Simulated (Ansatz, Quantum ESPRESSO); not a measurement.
## Lattice dynamics of NaF (Villiaumite) in two programs

Aim: the phonon dispersion of NaF (Villiaumite), checked by a second program.

Program: Quantum ESPRESSO 7.5. Level of theory: DFT LDA, scalar-relativistic, plane waves, GBRV ultrasoft pseudopotentials. Results are calculated unless marked as measured.

## 1. Starting point

Symmetry: Fm-3m, No. 225, cubic system. Conventional cell: a = 4.640 Å, b = 4.640 Å, c = 4.640 Å, α = 90.00°, β = 90.00°, γ = 90.00°. Na has 6 F at 2.32 Å nearest. Nearest to F lie 6 Na at 2.32 Å. Farther neighbours and most contacts between anions are not listed.

Structure file:

```cif
data_structure
_symmetry_space_group_name_H-M 'P 1'
_symmetry_Int_Tables_number 1
_cell_length_a 3.2810
_cell_length_b 3.2810
_cell_length_c 3.2810
_cell_angle_alpha 60.000
_cell_angle_beta 60.000
_cell_angle_gamma 60.000
_cell_volume 24.97
loop_
_atom_site_label
_atom_site_type_symbol
_atom_site_fract_x
_atom_site_fract_y
_atom_site_fract_z
_atom_site_occupancy
Na1 Na 0.00000 0.00000 0.00000 1
F2 F 0.50000 0.50000 0.50000 1
```

## 2. A first look

A cheap run with smearing and empty bands tells whether the crystal has a gap, which decides between fixed occupations and smearing later on.

probe.in reads:

```
&CONTROL
  calculation = 'scf'
  prefix      = 'x'
  outdir      = './tmp'
  pseudo_dir  = './pseudo'
  tprnfor     = .true.
  tstress     = .true.
  verbosity   = 'high'
/
&SYSTEM
  ibrav       = 2
  celldm(1)   = 8.76832922
  nat         = 2
  ntyp        = 2
  ecutwfc     = 45.0
  ecutrho     = 270.0
  occupations = 'smearing'
  smearing    = 'gaussian'
  degauss     = 0.01
/
&ELECTRONS
  conv_thr         = 1.0d-07
  mixing_beta      = 0.7
  electron_maxstep = 100
/
ATOMIC_SPECIES
 Na     22.9898  Na.upf
 F      18.9984  F.upf
ATOMIC_POSITIONS crystal
 Na     0.000000000   0.000000000   0.000000000
 F      0.500000000   0.500000000   0.500000000
K_POINTS automatic
 6 6 6 0 0 0
```

Launch:

```bash
$ OMP_NUM_THREADS=1 mpirun -n 2 pw.x -nk 2 -in probe.in > probe.out
```

Log:

```text
[banners, grids, parts of the stress and lines that vanish by symmetry left out]
Program PWSCF v.7.5
     bravais-lattice index     =            2
     lattice parameter (alat)  =       8.7683  a.u.
[...]
kinetic-energy cutoff     =      45.0000  Ry
     charge density cutoff     =     270.0000  Ry
     scf convergence threshold =      1.0E-07
[...]
Exchange-correlation=  SLA  PZ   NOGX NOGC
                           (   1   1   0   0   0   0   0)
[...]
48 Sym. Ops., with inversion, found
[...]
(     0          1          0      )
                  (     0          0          1      )
[...]
(  0.0000000  1.0000000  0.0000000 )
                  (  0.0000000  0.0000000  1.0000000 )
[...]
(     1          0         -1      )
                  (     0          0         -1      )
[...]
(  0.0000000 -1.0000000  0.0000000 )
[...]
(     0          1         -1      )
                  (     0          1          0      )
[...]
( -1.0000000  0.0000000  0.0000000 )
                  (  0.0000000  1.0000000  0.0000000 )
[...]
number of k points=    16  Gaussian smearing, width (Ry)=  0.0100
[...]
End of self-consistent calculation
[...]
the Fermi energy is     4.4718 ev
!    total energy              =    -143.92977620 Ry
[...]
convergence has been achieved in   7 iterations
[...]
atom    1 type  1   force =     0.00000000    0.00000000    0.00000000
     atom    2 type  2   force =    -0.00000000   -0.00000000    0.00000000
[...]
Total force =     0.000000     Total SCF correction =     0.000000
[...]
total   stress  (Ry/bohr**3)                   (kbar)     P=      -39.22
[...]
XML data file, charge density, pseudopotentials, collected wavefunctions

   JOB DONE.
```

Elapsed: 2.1 s, on 2 MPI ranks of AMD EPYC 9R14 (Zen 4), shared host; 3.8 s of CPU time.

Numbers from this step:

```yaml
volume_per_atom: 12.49 Å³
pressure: -3.922 GPa
gap_on_the_k_mesh: 5.921 eV
```

A gap of 5.9 eV opens on this mesh, so the crystal is taken as an insulator; the start stands at -3.9 GPa.

## 3. Relaxing the cell and atoms

The relaxation runs at a cutoff a fifth above that of the response, since stress converges more slowly with the basis than frequencies do. Forces and stress are brought to rest with tight thresholds.

relax.in reads:

```
&CONTROL
  calculation   = 'vc-relax'
  prefix        = 'x'
  outdir        = './tmp'
  pseudo_dir    = './pseudo'
  tprnfor       = .true.
  tstress       = .true.
  forc_conv_thr = 2.0d-05
  etot_conv_thr = 1.0d-07
  nstep         = 40
/
&SYSTEM
  ibrav       = 2
  celldm(1)   = 8.76832922
  nat         = 2
  ntyp        = 2
  ecutwfc     = 54
  ecutrho     = 324.0
  occupations = 'fixed'
  nbnd        = 10
/
&ELECTRONS
  conv_thr         = 1.0d-11
  mixing_beta      = 0.7
  electron_maxstep = 100
/
&IONS
/
&CELL
  press_conv_thr = 0.2
/
ATOMIC_SPECIES
 Na     22.9898  Na.upf
 F      18.9984  F.upf
ATOMIC_POSITIONS crystal
 Na     0.000000000   0.000000000   0.000000000
 F      0.500000000   0.500000000   0.500000000
K_POINTS automatic
 8 8 8 0 0 0
```

Launch:

```bash
$ OMP_NUM_THREADS=1 mpirun -n 2 pw.x -nk 2 -in relax.in > relax.out
```

Log:

```text
[banners, grids, parts of the stress and lines that vanish by symmetry left out]
[banner, memory and clock lines left out]
Program PWSCF v.7.5

[...]
kinetic-energy cutoff     =      54.0000  Ry
     charge density cutoff     =     324.0000  Ry
     scf convergence threshold =      1.0E-11
[...]
energy convergence thresh.=      1.0E-07
     force convergence thresh. =      2.0E-05
     press convergence thresh. =      2.0E-01
     Exchange-correlation=  SLA  PZ   NOGX NOGC
                           (   1   1   0   0   0   0   0)
[...]
48 Sym. Ops., with inversion, found
[...]
number of k points=    29
[...]
End of self-consistent calculation
[...]
highest occupied, lowest unoccupied level (ev):     0.3261    6.2471
!    total energy              =    -143.92992539 Ry
[...]
convergence has been achieved in  10 iterations
[...]
atom    1 type  1   force =     0.00000000    0.00000000    0.00000000
     atom    2 type  2   force =     0.00000000    0.00000000    0.00000000
     Total force =     0.000000     Total SCF correction =     0.000000
[...]
total   stress  (Ry/bohr**3)                   (kbar)     P=      -38.94
[...]
number of bfgs steps    =   0
[...]
CELL_PARAMETERS (alat=  8.76832922)
[...]
ATOMIC_POSITIONS (crystal)
Na               0.0000000000        0.0000000000        0.0000000000
F                0.5000000000        0.5000000000        0.5000000000
[...]
New effective cutoffs (rho, wfc):  326.78   54.70
[...]
End of self-consistent calculation
[...]
highest occupied, lowest unoccupied level (ev):     0.4709    6.4965
!    total energy              =    -143.93070774 Ry
[...]
convergence has been achieved in   7 iterations
[...]
atom    1 type  1   force =    -0.00000000   -0.00000000    0.00000000
     atom    2 type  2   force =     0.00000000   -0.00000000    0.00000000
     Total force =     0.000000     Total SCF correction =     0.000000
[...]
total   stress  (Ry/bohr**3)                   (kbar)     P=      -30.11
[...]
number of bfgs steps    =   1
[...]
CELL_PARAMETERS (alat=  8.76832922)
[...]
ATOMIC_POSITIONS (crystal)
Na               0.0000000000       -0.0000000000       -0.0000000000
F                0.5000000000        0.5000000000        0.5000000000
[...]
New effective cutoffs (rho, wfc):  333.41   55.81
[...]
End of self-consistent calculation
[...]
highest occupied, lowest unoccupied level (ev):     0.6979    6.8871
!    total energy              =    -143.93146346 Ry
[...]
convergence has been achieved in   8 iterations
[...]
atom    1 type  1   force =     0.00000000    0.00000000    0.00000000
     atom    2 type  2   force =     0.00000000    0.00000000    0.00000000
     Total force =     0.000000     Total SCF correction =     0.000000
[...]
total   stress  (Ry/bohr**3)                   (kbar)     P=      -14.95
[...]
number of bfgs steps    =   2
[...]
CELL_PARAMETERS (alat=  8.76832922)
[...]
ATOMIC_POSITIONS (crystal)
[...]
New effective cutoffs (rho, wfc):  339.88   56.89
[...]
End of self-consistent calculation
[...]
highest occupied, lowest unoccupied level (ev):     0.9241    7.2762
!    total energy              =    -143.93166545 Ry
[...]
convergence has been achieved in   8 iterations
[...]
atom    1 type  1   force =     0.00000000    0.00000000    0.00000000
     atom    2 type  2   force =     0.00000000    0.00000000    0.00000000
     Total force =     0.000000     Total SCF correction =     0.000000
[...]
total   stress  (Ry/bohr**3)                   (kbar)     P=        1.80
[...]
number of bfgs steps    =   3
[...]
CELL_PARAMETERS (alat=  8.76832922)
[...]
ATOMIC_POSITIONS (crystal)
[...]
New effective cutoffs (rho, wfc):  339.19   56.78
[...]
End of self-consistent calculation
[...]
highest occupied, lowest unoccupied level (ev):     0.8997    7.2343
!    total energy              =    -143.93166821 Ry
[...]
convergence has been achieved in   7 iterations
[...]
atom    1 type  1   force =     0.00000000    0.00000000    0.00000000
     atom    2 type  2   force =    -0.00000000   -0.00000000    0.00000000
     Total force =     0.000000     Total SCF correction =     0.000000
[...]
total   stress  (Ry/bohr**3)                   (kbar)     P=       -0.09
[...]
number of bfgs steps    =   4
[...]
CELL_PARAMETERS (alat=  8.76832922)
[...]
ATOMIC_POSITIONS (crystal)
[...]
New effective cutoffs (rho, wfc):  339.22   56.78
[...]
End of self-consistent calculation
[...]
highest occupied, lowest unoccupied level (ev):     0.9009    7.2362
!    total energy              =    -143.93166822 Ry
[...]
convergence has been achieved in   5 iterations
[...]
atom    1 type  1   force =     0.00000000    0.00000000    0.00000000
     atom    2 type  2   force =     0.00000000    0.00000000    0.00000000
     Total force =     0.000000     Total SCF correction =     0.000000
[...]
total   stress  (Ry/bohr**3)                   (kbar)     P=        0.00
[...]
bfgs converged in   6 scf cycles and   5 bfgs steps
[...]
End of BFGS Geometry Optimization
     Final enthalpy           =    -143.9316682153 Ry
     File ./tmp/x.bfgs deleted, as requested
[...]
CELL_PARAMETERS (alat=  8.76832922)
[...]
ATOMIC_POSITIONS (crystal)
Na               0.0000000000       -0.0000000000       -0.0000000000
F                0.5000000000        0.5000000000        0.5000000000
[...]
Final scf calculation at the relaxed structure.
[...]
kinetic-energy cutoff     =      54.0000  Ry
     charge density cutoff     =     324.0000  Ry
     scf convergence threshold =      1.0E-13
[...]
press convergence thresh. =      2.0E-01
     Exchange-correlation=  SLA  PZ   NOGX NOGC
                           (   1   1   0   0   0   0   0)
[...]
48 Sym. Ops., with inversion, found
[...]
number of k points=    29
[...]
End of self-consistent calculation
[...]
highest occupied, lowest unoccupied level (ev):     0.9008    7.2362
!    total energy              =    -143.93165226 Ry
[...]
convergence has been achieved in  10 iterations
[...]
atom    1 type  1   force =    -0.00000000    0.00000000   -0.00000000
     atom    2 type  2   force =     0.00000000    0.00000000    0.00000000
     Total force =     0.000000     Total SCF correction =     0.000000
[...]
total   stress  (Ry/bohr**3)                   (kbar)     P=       -0.09
[...]
XML data file, charge density, pseudopotentials, collected wavefunctions
```

Wall time 11 s (2 MPI ranks); 22 s of CPU time.

Step by step:

```csv
step,energy less that of the first step (eV),largest force (eV/Å),pressure (GPa),volume (Å³)
1,0.0000,0.0000,-3.89,24.97
2,-0.0106,0.0000,-3.01,24.48
3,-0.0209,0.0000,-1.49,23.76
4,-0.0237,0.0000,0.18,23.08
5,-0.0237,0.0000,-0.01,23.15
6,-0.0237,0.0000,0.00,23.15
7,-0.0235,0.0000,-0.01,23.15
```

| conventional cell, symmetrised | before | after | change |
| --- | --- | --- | --- |
| a (Å) | 4.640 | 4.524 | -2.5 % |
| b (Å) | 4.640 | 4.524 | -2.5 % |
| c (Å) | 4.640 | 4.524 | -2.5 % |
| volume (Å³/atom) | 12.49 | 11.57 | -7.3 % |

Final coordinates:

```
Na F
1.0
    -2.26199    0.00000    2.26199
     0.00000    2.26199    2.26199
    -2.26199    2.26199    0.00000
Na F
1 1
Direct
  0.00000 0.00000 0.00000
  0.50000 0.50000 0.50000
```

The last row of the table of steps is pw.x's closing run on a basis chosen anew for the final cell, so its energy can jump.

Numbers from this step:

* volume per atom: 11.57 Å³
* pressure: -0.009 GPa
* gap on the k-mesh: 6.335 eV

The volume changes by -7.3 % from the cell with which this run began.

## 4. Ground state

The response is built on this ground state, so it is converged far tighter than an energy would need. With a gap, occupations are fixed, which also allows the response to an electric field.

scf.in reads:

```
&CONTROL
  calculation = 'scf'
  prefix      = 'x'
  outdir      = './tmp'
  pseudo_dir  = './pseudo'
  tprnfor     = .true.
  tstress     = .true.
/
&SYSTEM
  ibrav       = 2
  celldm(1)   = 8.54906643
  nat         = 2
  ntyp        = 2
  ecutwfc     = 45.0
  ecutrho     = 270.0
  occupations = 'fixed'
  nbnd        = 10
/
&ELECTRONS
  conv_thr         = 1.0d-12
  mixing_beta      = 0.7
  electron_maxstep = 100
/
ATOMIC_SPECIES
 Na     22.9898  Na.upf
 F      18.9984  F.upf
ATOMIC_POSITIONS crystal
 Na     0.000000000   0.000000000   0.000000000
 F      0.500000000   0.500000000   0.500000000
K_POINTS automatic
 8 8 8 0 0 0
```

Launch:

```bash
$ OMP_NUM_THREADS=1 mpirun -n 2 pw.x -nk 2 -in scf.in > scf.out
```

Log:

```text
[banners, grids, parts of the stress and lines that vanish by symmetry left out]
[banner, memory and clock lines left out]
Program PWSCF v.7.5

[...]
kinetic-energy cutoff     =      45.0000  Ry
     charge density cutoff     =     270.0000  Ry
     scf convergence threshold =      1.0E-12
[...]
Exchange-correlation=  SLA  PZ   NOGX NOGC
                           (   1   1   0   0   0   0   0)
[...]
48 Sym. Ops., with inversion, found
[...]
number of k points=    29
[...]
End of self-consistent calculation
[...]
highest occupied, lowest unoccupied level (ev):     0.9009    7.2363
!    total energy              =    -143.93150329 Ry
[...]
convergence has been achieved in  11 iterations
[...]
atom    1 type  1   force =     0.00000000    0.00000000    0.00000000
     atom    2 type  2   force =    -0.00000000    0.00000000   -0.00000000
     Total force =     0.000000     Total SCF correction =     0.000000
[...]
total   stress  (Ry/bohr**3)                   (kbar)     P=       -0.44
[...]
XML data file, charge density, pseudopotentials, collected wavefunctions
```

It took 2.2 s on 2 MPI ranks; 4.1 s of CPU time.

Numbers from this step:

| Item | Value |
| --- | --- |
| pressure | -0.04400 GPa |

The cell stands at -0.044 GPa, close enough for phonons.

[end of part 1 of 4]

[Host names and launcher messages were left out of these logs when they were recorded.]

[Logs are printed without paths, hosts, clocks, repeated set-up lines and the standing remarks that a program may print on its own settings, such as how far it seeks lower states.]

[Hosts, paths, dates, database ids (printed as entryN), source tags and the programs' standing remarks are cut or masked in the printed files.]
